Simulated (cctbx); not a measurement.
# Interatomic vectors of CuBiPbSO2

Space group Pnma (no. 62), a = 10.8380 Å, b = 3.7290 Å, c = 10.4360 Å, α = 90.00°, β = 90.00°, γ = 90.00°, content Bi4 Pb4 Cu4 S4 O8.

Simulated single-crystal data (cctbx): Mo Kα, λ = 0.71073 Å, to d = 0.84 Å, 70 % of the full sphere, strongest reflection 70000 counts, noise from counting, a 2 % proportional error and a noise floor of 15 counts (s.d.); no absorption.

Patterson synthesis, origin scaled to 1000:

```text
Patterson group P m m m
      u       v       w   height  length (A)
  0.000   0.000   0.000   1000.0     0.00
  0.500   0.000   0.500    454.1     7.52
  0.172   0.500   0.500    250.7     5.85
  0.140   0.500   0.306    230.9     4.00
  0.314   0.000   0.194    225.1     3.96
  0.186   0.000   0.325    224.6     3.95
  0.359   0.500   0.175    221.5     4.69
  0.328   0.500   0.000    212.5     4.02
  0.500   0.000   0.130    205.9     5.59
  0.452   0.500   0.500    204.1     7.39
  0.238   0.500   0.000     95.7     3.18
  0.046   0.500   0.367     92.3     4.29
  0.423   0.500   0.290     88.7     5.80
  0.216   0.000   0.500     85.3     5.72
```

Q: Assign the vectors.

A peak at u stands for all pairs with xi − xj = u, with weight Σ ZiZj against Σ Z² = 59352 at the origin. Peak heights follow these weights only roughly, since form factors, motion and series ripples differ, all vectors within 0.55 Å of a peak are counted as merged into it though the farther ones add only part of their weight, and F(000) is left out, which lowers the whole map:

| u | v | w | shortest length (Å) | height | 1000 ΣZiZj/ΣZ² | pairs in the cell |
| --- | --- | --- | --- | --- | --- | --- |
| 0.500 | 0.000 | 0.500 | 7.52 | 454 | 484 | 4 × Pb–Pb, 8 × Cu–O |
| 0.172 | 0.500 | 0.500 | 5.85 | 251 | 227 | 2 × Pb–Pb |
| 0.140 | 0.500 | 0.306 | 4.00 | 231 | 245 | 2 × Bi–Pb, 2 × Cu–S |
| 0.314 | 0.000 | 0.194 | 3.96 | 225 | 237 | 2 × Bi–Pb, 2 × Cu–O |
| 0.186 | 0.000 | 0.325 | 3.95 | 225 | 236 | 2 × Bi–Pb, 2 × S–O, 2 × O–O |
| 0.359 | 0.500 | 0.175 | 4.69 | 222 | 229 | 2 × Bi–Pb |
| 0.328 | 0.500 | 0.000 | 4.01 | 212 | 227 | 2 × Pb–Pb |
| 0.500 | 0.000 | 0.130 | 5.59 | 206 | 263 | 2 × Bi–Bi, 2 × Cu–Cu, 2 × O–O |
| 0.452 | 0.500 | 0.500 | 7.40 | 204 | 234 | 2 × Bi–Bi, 2 × O–O |
| 0.238 | 0.500 | 0.000 | 3.18 | 96 | 167 | 4 × Bi–Cu, 4 × O–O |

The table stops at ten peaks or at a height of 45, below which ripples compete. In the model behind the data Bi, the heaviest element, has 1 independent site: (0.9775, 3/4, 0.3160), up to an allowed shift of origin; the Bi–Bi vectors are differences of these positions and their symmetry mates. Elements of similar Z can't be told apart from the map alone. The whole model:

| atom | mult. | x | y | z | Ueq (Å²) |
| --- | --- | --- | --- | --- | --- |
| Bi1 | 4 | 0.9775 | 3/4 | 0.3160 | 0.0167 |
| Pb1 | 4 | 0.1647 | 3/4 | 0.9916 | 0.0077 |
| Cu1 | 4 | 0.7679 | 3/4 | 0.7913 | 0.0171 |
| S1 | 4 | 0.6197 | 3/4 | 0.9520 | 0.0301 |
| O1 | 4 | 0.9561 | 3/4 | 0.8575 | 0.0292 |
| O2 | 4 | 0.2828 | 3/4 | 0.3107 | 0.0198 |

The model is made up (kin elements in a known structure type, no relaxation), so it says nothing on whether the phase exists.

[Logs are printed without paths, hosts, clocks, repeated set-up lines and the standing remarks that a program may print on its own settings, such as how far it seeks lower states.]
